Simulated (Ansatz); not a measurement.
# Zr chain started as a strip of triangles: period, moment and channels by functional, part 3 of 4

Aim: how far do the period, the moment and the conductance of the Zr chain started as a strip of triangles depend on the functional, the datasets and spin-orbit coupling, and at what cost?

Ansatz 0.2.0; DFT PBE, plane waves, PAW; relaxation of a chain's period (the session's first sound run).

So far, conductance of the lead as this run defines it (G₀): step 3 (bands of the perfect wire, level PBE, cutoff 420 eV) 4.00; step 5 (LDA, another cell, k-mesh 1×1×30) 3.99.

## (7) The perfect wire, level r2SCAN, cutoff 500 eV

This step: DFT r2SCAN, plane waves, PAW; channels and complex bands of a perfect chain (Ansatz 0.2.0).

The channels are counted again under r2SCAN, at the period that it gave. Its window is narrower, to save time.

input.yaml

```yaml
crystal:
  lattice:
    - [9.0, 0.0, 0.0]
    - [0.0, 7.5, 0.0]
    - [0.0, 0.0, 2.7959357823]
  atoms:
    - { symbol: Zr, position: [0.371358559, 0.5, 0.0], spin: 0.06 }
    - { symbol: Zr, position: [0.628641441, 0.5, 0.5], spin: 0.06 }
magnetization:
  spin_polarized: true
kpoints:
  mp_grid: { grid: [1, 1, 29] }
  band_path: { path: ["Γ", Z], npoints: 60 }
scf:
  occupations: { method: fermi_dirac, width: 0.05 }
hamiltonian:
  xc: r2scan
output:
  transmission:
    e_range: [-0.7, 0.7]
    de: 0.035
    kmesh: [1, 1]
    reduced_basis: true
    leads: [[0, 0]]
  dos: { projected: true, e_range: [-6, 4] }
```

Run with:

```
$ ansatz run input.yaml --threads 4 --pin off --max-ram 8192MiB --backend cpu --events-out ev --progress --plain --runs-dir out
```

Numbers of over 12 decimals in the logs are rounded to 6 here.

The program printed:

```text
[...]
Crystal: 2 atoms, lattice volume = 188.726 Å³
Basis set: ecut = 500 eV, 4789 PW (Γ), exchange–correlation on 288×240×96 points (64 copies of the dense FFT grid, shifted against one another)
Bands: 17, of which v1, the nominal top of the filled ones, is band 12 counted from 1 (11 counted from 0)
Symmetry: 8 space group operations
[...]
k-points: 15 of 29
[...]
--- Transmission ---
  basis      : 711 plane waves across, 4 finite elements along
  points     : 1, standing for a mesh of 1 x 1
[...]
crystal 0  : Zr2, at the sites [0, 0], period 2.7959 Å: whole cells are its period
[...]
filled         : 2.7 meV over the level at which it is neutral
    channels       : 5.000000e0 up, 2.000000e0 down
[...]
[key lines of the parts left out:]
SCF converged after 23 iterations
Magnetization: 0.6401 μB (12.3201 up, 11.6799 down)
Free energy (F): -8384.887650 eV
Fermi energy:    1.012834 eV
```

The job ended after 58 s (4 threads of Arm Neoverse V1, shared host; peak memory 1.1 GiB; 3.6 min of CPU time).

At the computed energy nearest the Fermi level there are 5 spin-up and 2 spin-down channels, and the thermal average gives 3.50 G₀.

## (8) Relaxing the period

This step: DFT RPBE, plane waves, PAW; relaxation of a chain's period (Ansatz 0.2.0).

The relaxation is repeated under another functional. RPBE strengthens the exchange enhancement and tends to longer, weaker bonds than PBE.

input.yaml, the sections that differ from step 7:

```yaml
crystal:
  lattice:
    - [9.0, 0.0, 0.0]
    - [0.0, 7.5, 0.0]
    - [0.0, 0.0, 3.42475]
  atoms:
    - { symbol: Zr, position: [0.337444444, 0.5, 0.0], spin: 1.0 }
    - { symbol: Zr, position: [0.662555556, 0.5, 0.5], spin: 1.0 }
kpoints:
  mp_grid: { grid: [1, 1, 24] }
hamiltonian:
  xc: rpbe
relax:
  cell: { fix: [a, b, alpha, beta, gamma] }
  max_steps: 60
# magnetization, scf: as in step 7
# output: removed
```

The program printed:

```text
[...]
Crystal: 2 atoms, lattice volume = 231.171 Å³
Basis set: ecut = 420 eV, 4517 PW (Γ), exchange–correlation on 128×108×48 points (8 copies of the dense FFT grid, shifted against one another)
Bands: 17, of which v1, the nominal top of the filled ones, is band 12 counted from 1 (11 counted from 0)
Symmetry: 8 space group operations
[...]
0.000000       0.000000       0.000475
  P = ⅓ Tr σ = 0.0527 GPa (0.527 kbar)
--- Relaxed structure (7 steps of the walk, 7 accepted, 1 SCFs on fresh bases) ---
[...]
cell:  # Å, volume = 194.3755 Å³
    - [9.0, 0, 0]
    - [0, 7.5, 0]
    - [0, 0, 2.879638]
  atoms:
    - { symbol: Zr, position: [0.372221, 0.5, -5.073208959363566e-18] }
    - { symbol: Zr, position: [0.627779, 0.5, 0.5] }
[key lines of the parts left out:]
SCF converged after 8 iterations
Magnetization: -0.0000 μB (12.0000 up, 12.0000 down)
Free energy (F): -8376.772104 eV
Fermi energy:    1.119171 eV
```

Wall time 26 s (4 threads); peak memory 0.57 GiB.

Relaxation path:

```tsv
step	energy less that of the first step (eV)	largest force component (eV/Å)	pressure (GPa)	volume (Å³)
1	0.0000	1.5168	-2.72	231.17
2	-1.1665	1.9867	-2.66	220.58
3	-1.5977	1.1909	-0.28	215.52
4	-1.8334	0.3484	-0.76	204.28
5	-1.8879	0.0386	0.11	192.98
6	-1.8890	0.0157	0.03	194.43
7	-1.8890	0.0048	0.05	194.38
8*	-1.8885	0.0051	0.05	194.38
```

Relaxation steps marked * repeat the geometry before them on a plane-wave basis chosen anew for their cell, so energy and pressure can jump there.

The run keeps the 8 symmetry operations that it works with, so distortions that break them were not tested.

```tsv
cell as run	before	after	change
c (Å)	3.425	2.880	-15.9 %
```

The atoms that moved most (Å, along periodic axes as changes of fractional coordinates times the final cell, across vacuum about the mean position):

```tsv
atom	dx	dy	dz	length
Zr1	0.313	0.000	0.000	0.313
Zr2	-0.313	0.000	0.000	0.313
```

Final coordinates:

```
Zr
1.0
     9.00000    0.00000    0.00000
     0.00000    7.50000    0.00000
     0.00000    0.00000    2.87964
Zr
2
Direct
  0.37222 0.50000 0.00000
  0.62778 0.50000 0.50000
```

The cell's length comes to 2.880 Å, +1.5 % against the first run, with no moment. That is -16 % against the start, more than a small adjustment.

The cell shrank by 15.9 % in its periodic edges. First to last step the energy falls by 1.888 eV, across changes of basis; the largest move, 0.31 Å, is that of Zr1 and 1 other atom alike.

## (9) Bands of the perfect wire, level RPBE, cutoff 420 eV

This step: DFT RPBE, plane waves, PAW; channels and complex bands of a perfect chain (Ansatz 0.2.0).

The channels are counted again under RPBE, at the period that it gave.

input.yaml

```yaml
crystal:
  lattice:
    - [9.0, 0.0, 0.0]
    - [0.0, 7.5, 0.0]
    - [0.0, 0.0, 2.8796375263]
  atoms:
    - { symbol: Zr, position: [0.372221185, 0.5, 0.0] }
    - { symbol: Zr, position: [0.627778815, 0.5, 0.5] }
kpoints:
  mp_grid: { grid: [1, 1, 28] }
  band_path: { path: ["Γ", Z], npoints: 60 }
scf:
  occupations: { method: fermi_dirac, width: 0.05 }
hamiltonian:
  xc: rpbe
output:
  transmission:
    e_range: [-2, 2]
    de: 0.035
    kmesh: [1, 1]
    reduced_basis: true
    leads: [[0, 0]]
  dos: { projected: true, e_range: [-6, 4] }
```

The program printed:

```text
[...]
Crystal: 2 atoms, lattice volume = 194.376 Å³
Basis set: ecut = 420 eV, 3795 PW (Γ)
Bands: 16, of which v1, the nominal top of the filled ones, is band 12 counted from 1 (11 counted from 0)
Symmetry: 8 space group operations
[...]
k-points: 15 of 28
[...]
k-point 14: bands = [... 8 lower, -0.2269, -0.2269, 0.1130, 0.1130, 3.0525, 3.0525, 3.4909, 3.4909]
--- Transmission ---
  basis      : 595 plane waves across, 4 finite elements along
  points     : 1, standing for a mesh of 1 x 1
[...]
crystal 0  : Zr2, at the sites [0, 0], period 2.8796 Å: whole cells are its period
[...]
filled         : 1.7 meV over the level at which it is neutral
    channels       : 4.000000e0 a spin
[...]
[key lines of the parts left out:]
SCF converged after 8 iterations
Free energy (F): -8376.773489 eV
Fermi energy:    1.119518 eV
```

Wall time 28 s (4 threads); peak memory 0.74 GiB; 1.7 min of CPU time.

Open channels of the lead, one spin against energy, zero at the Fermi level:

```tsv
energy (eV)	open channels of the lead, one spin
-2.000	2
-1.790	2
-1.615	2
-1.405	4
-1.195	4
-0.985	6
-0.810	6
-0.600	3
-0.390	4
-0.215	4
-0.005	4
0.205	3
0.415	5
0.590	4
0.800	4
1.010	6
1.185	6
1.395	5
1.605	8
1.815	7
```

At the computed energy nearest the Fermi level there are 4 channels a spin, and the thermal average gives 4.00 G₀.

## (10) Comparing the runs

Times are for 4 threads of Arm Neoverse V1, shared host. The series side by side:

```tsv
no.	level	conductance of the lead as this run defines it (G₀)	absolute moment (μB)	time	memory (GiB)
1	PBE	3.997	0	27 s	0.72
2	LDA	3.993	0	36 s	0.84
3	r2SCAN	3.499	0.8870	58 s	1.1
4	RPBE	4.000	0	28 s	0.74
```

## (11) Relaxing the period, cutoff 897.976 eV

This step: DFT PBE, plane waves, norm-conserving; relaxation of a chain's period (Ansatz 0.2.0).

The same functional on other atomic datasets tests how far the result hangs on the treatment of the cores. Against the first PBE run of this kind, the cutoff is 897.976 eV against 420.

input.yaml

```yaml
crystal:
  lattice:
    - [9.0, 0.0, 0.0]
    - [0.0, 7.5, 0.0]
    - [0.0, 0.0, 3.42475]
  atoms:
    - { symbol: Zr, position: [0.337444444, 0.5, 0.0], spin: 1.0 }
    - { symbol: Zr, position: [0.662555556, 0.5, 0.5], spin: 1.0 }
magnetization:
  spin_polarized: true
kpoints:
  mp_grid: { grid: [1, 1, 24] }
scf:
  occupations: { method: fermi_dirac, width: 0.05 }
hamiltonian:
  xc: pbe
  pseudopotentials: { kind: nc, accuracy: standard }
relax:
  cell: { fix: [a, b, alpha, beta, gamma] }
  max_steps: 60
```

The program printed:

```text
[...]
Crystal: 2 atoms, lattice volume = 231.171 Å³
Basis set: ecut = 897.975746 eV, 14155 PW (Γ), exchange–correlation on 180×150×72 points (8 copies of the dense FFT grid, shifted against one another)
Bands: 17, of which v1, the nominal top of the filled ones, is band 12 counted from 1 (11 counted from 0)
Symmetry: 8 space group operations
[...]
0.000000      -0.000000      -0.039052
  P = ⅓ Tr σ = 0.0055 GPa (0.055 kbar)
--- Relaxed structure (7 steps of the walk, 7 accepted, 1 SCFs on fresh bases) ---
[...]
cell:  # Å, volume = 191.7211 Å³
    - [9.0, 0, 0]
    - [0, 7.5, 0]
    - [0, 0, 2.840313]
  atoms:
    - { symbol: Zr, position: [0.372380, 0.500000, -5.096439727929957e-18] }
    - { symbol: Zr, position: [0.627620, 0.500000, 0.5] }
[key lines of the parts left out:]
SCF converged after 7 iterations
Magnetization: -0.0000 μB (12.0000 up, 12.0000 down)
Free energy (F): -2750.071470 eV
Fermi energy:    1.041358 eV
```

It took 76 s on 4 threads; peak memory 0.99 GiB.

The cell's length comes to 2.840 Å, +0.1 % against the first run, with no moment. That is -17 % against the start, more than a small adjustment.

## (12) Relaxation of atoms and period

This step: DFT PBE, plane waves, PAW; relaxation of a chain's period (Ansatz 0.2.0).

No moment formed, so a run without spin should agree; this checks it and saves time.

input.yaml, the sections that differ from step 11:

```yaml
crystal:
  lattice:
    - [9.0, 0.0, 0.0]
    - [0.0, 7.5, 0.0]
    - [0.0, 0.0, 3.42475]
  atoms:
    - { symbol: Zr, position: [0.337444444, 0.5, 0.0] }
    - { symbol: Zr, position: [0.662555556, 0.5, 0.5] }
hamiltonian:
  xc: pbe
# kpoints, scf, relax: as in step 11
# magnetization: removed
```

The program printed:

```text
[...]
Crystal: 2 atoms, lattice volume = 231.171 Å³
Basis set: ecut = 420 eV, 4517 PW (Γ), exchange–correlation on 128×108×48 points (8 copies of the dense FFT grid, shifted against one another)
Bands: 16, of which v1, the nominal top of the filled ones, is band 12 counted from 1 (11 counted from 0)
Symmetry: 8 space group operations
[...]
k-points: 13 of 24
[...]
0.368154      -0.000000       0.000000
       -0.000000      -0.323953       0.000000
        0.000000       0.000000      -0.013871
  P = ⅓ Tr σ = 0.0101 GPa (0.101 kbar)
--- Relaxed structure (7 steps of the walk, 7 accepted, 1 SCFs on fresh bases) ---
[...]
cell:  # Å, volume = 191.4867 Å³
    - [9.0, 0, 0]
    - [0, 7.5, 0]
    - [0, 0, 2.836840]
  atoms:
    - { symbol: Zr, position: [0.372444, 0.5, -5.105702992265013e-18] }
    - { symbol: Zr, position: [0.627556, 0.5, 0.5] }
[key lines of the parts left out:]
SCF converged after 7 iterations
Free energy (F): -8362.817565 eV
Fermi energy:    1.016483 eV
```

The job ended after 6.7 s (4 threads; peak memory 0.5 GiB; 24 s of CPU time).

The cell's length comes to 2.837 Å, +0.0 % against the first run, with spin left out. That is -17 % against the start, more than a small adjustment.

## (13) Side by side

Times are for 4 threads of Arm Neoverse V1, shared host. The runs compared:

```tsv
no.	level	cell length along the wire (Å)	absolute moment (μB)	time	memory (GiB)
1	PBE	2.836	0	30 s	0.57
2	LDA	2.755	0	18 s	0.52
3	r2SCAN	2.796	0.8903	2.8 min	1.0
4	RPBE	2.880	0	26 s	0.57
5	PBE, NC files	2.840	0	76 s	0.99
6	PBE, no spin	2.837	0	6.7 s	0.5
```

## (14) Two-component spinors

This step: DFT PBE, plane waves, fully relativistic PAW; channels of a perfect chain with spin-orbit coupling (Ansatz 0.2.0).

Spin-orbit coupling mixes the spins and splits bands that cross or touch without it, so it can open or close channels. Fully relativistic datasets take the place of the scalar ones. The window is narrow, since spinor matrices are twice as large.

input.yaml

```yaml
crystal:
  lattice:
    - [9.0, 0.0, 0.0]
    - [0.0, 7.5, 0.0]
    - [0.0, 0.0, 2.8361523519]
  atoms:
    - { symbol: Zr, position: [0.372488816, 0.5, 0.0] }
    - { symbol: Zr, position: [0.627511184, 0.5, 0.5] }
kpoints:
  mp_grid: { grid: [1, 1, 29] }
  band_path: { path: ["Γ", Z], npoints: 60 }
scf:
  occupations: { method: fermi_dirac, width: 0.05 }
hamiltonian:
  xc: pbe
  pseudopotentials: { kind: paw_fr }
output:
  transmission:
    e_range: [-0.42, 0.42]
    de: 0.035
    kmesh: [1, 1]
    reduced_basis: false
    leads: [[0, 0]]
magnetization:
  noncollinear: true
  spin_orbit: true
```

The program printed:

```text
[...]
non-collinear run that drives no moment, with spin-orbit: no starting moment large enough to seed its density (crystal.atoms[].spin), no starting occupations that ask for one, no magnetisation constraint and no magnetic field, so the semilocal B_xc is pinned to zero
Crystal: 2 atoms, lattice volume = 191.440 Å³
Basis set: ecut = 420 eV, 3755 PW (Γ)
Bands: 32, of which v1, the nominal top of the filled ones, is band 24 counted from 1 (23 counted from 0)
Symmetry: 8 space group operations + 8 with time reversal
[...]
k-points: 15 of 29
Projection manifold: j_resolved (fully-relativistic pseudo-atomic orbitals)
[...]
SCF iter   1: F=—  HF=-8368.415582 eV  |F-HF|=—  |Δ(HF+E_count)|=         —  Δρ=3.99e-2  dr2=1.40e1  dr2_m=0.00e0 (ungated)  ethr=3.10e-3  |M|=0.00e0 ∫|m|=0.00e0 μB  |m|>n=0.0e0 m-floor=0.0e0 τ_xc=0.0e0  β_m=1.00  ⟨swp⟩=7.5  Hψ=1252  notcnv=0
[...]
spin=Noncollinear: LDOS preconditioning applied to the charge; magnetization (m_x, m_y, m_z) channels mix plain (no charge-response kernel on spin).
SCF iter   2: F=—  HF=-8367.285751 eV  |F-HF|=—  |Δ(HF+E_count)|=    1.13e0  Δρ=4.30e-2  dr2=1.84e1  dr2_m=0.00e0 (ungated)  ethr=3.10e-3  |M|=0.00e0 ∫|m|=0.00e0 μB  |m|>n=0.0e0 m-floor=0.0e0 τ_xc=0.0e0  β_m=0.65  ⟨swp⟩=5.1  Hψ=864  notcnv=0  defer=10
[...]
SCF iter  10: F=-8364.516548 eV  HF=-8364.516548 eV  |F-HF|=1.91e-8  |Δ(HF+E_count)|=   5.24e-7  Δρ=4.02e-6  dr2=7.07e-8  dr2_m=0.00e0 (ungated)  ethr=4.17e-10  |M|=0.00e0 ∫|m|=0.00e0 μB  |m|>n=0.0e0 m-floor=0.0e0 τ_xc=0.0e0  ⟨swp⟩=7.6  Hψ=944  notcnv=0
SCF 1 converged in 10 iterations: F = -8364.516548 eV  dr2 = 7.07e-8
[...]
transmission: 4 of 4 steps passed
SCF converged after 10 iterations
Magnetization: |M| = 0.0000 μB,  M = (+0.0000, +0.0000, +0.0000) μB
Absolute magnetization: 0.0000 μB (∫|m|)
  site 0: m = (+0.0000, +0.0000, +0.0000) μB, |m| = 0.0000 μB  (R = 1.11 Å)
  site 1: m = (+0.0000, +0.0000, +0.0000) μB, |m| = 0.0000 μB  (R = 1.11 Å)
Free energy (F): -8364.516548 eV
[...]
Internal energy: -8364.489775 eV  (E = F + TS)
E sigma→0 (E₀):  -8364.503161 eV
Entropy (-TS):   -0.026773 eV (-13.387 meV/atom)
Fermi energy:    1.015312 eV
[...]
--- Band table (eV; the first three rows and the last of 15) ---
  k-point 0: bands = [... 20 lower, 0.2903, 0.2903, 0.5511, 0.5511, 1.1644, 1.1644, 1.4515, 1.4515, ... 4 higher]
  k-point 1: bands = [... 20 lower, 0.2991, 0.2991, 0.5757, 0.5757, 1.1544, 1.1544, 1.4803, 1.4803, ... 4 higher]
  k-point 2: bands = [... 20 lower, 0.3245, 0.3245, 0.6484, 0.6484, 1.1181, 1.1181, 1.5683, 1.5683, ... 4 higher]
  k-point 14: bands = [... 20 lower, -0.0348, -0.0348, -0.0027, -0.0027, 2.8851, 2.8851, 3.2028, 3.2028, ... 4 higher]
--- Transmission ---
  basis      : 595 plane waves across, 4 finite elements along
  points     : 1, standing for a mesh of 1 x 1
[...]
crystal 0  : Zr2, at the sites [0, 0], period 2.8362 Å: whole cells are its period
[...]
filled         : 2.0 meV over the level at which it is neutral
    channels       : 8.000000e0 of both spins
[...]
```

Elapsed: 16 min, on 4 threads; peak memory 5 GiB.

Numbers from this step:

```
energy at zero smearing                                    : -8364.5032 eV
conductance of the lead as this run defines it             : 3.984 G₀
channels at the energy nearest the Fermi level, both spins : 8
```

(Part 3 of 4 ends here.)

[Logs are printed without paths, hosts, clocks, repeated set-up lines and the standing remarks that a program may print on its own settings, such as how far it seeks lower states.]

[Hosts, paths, dates, database ids (printed as entryN), source tags and the programs' standing remarks are cut or masked in the printed files.]
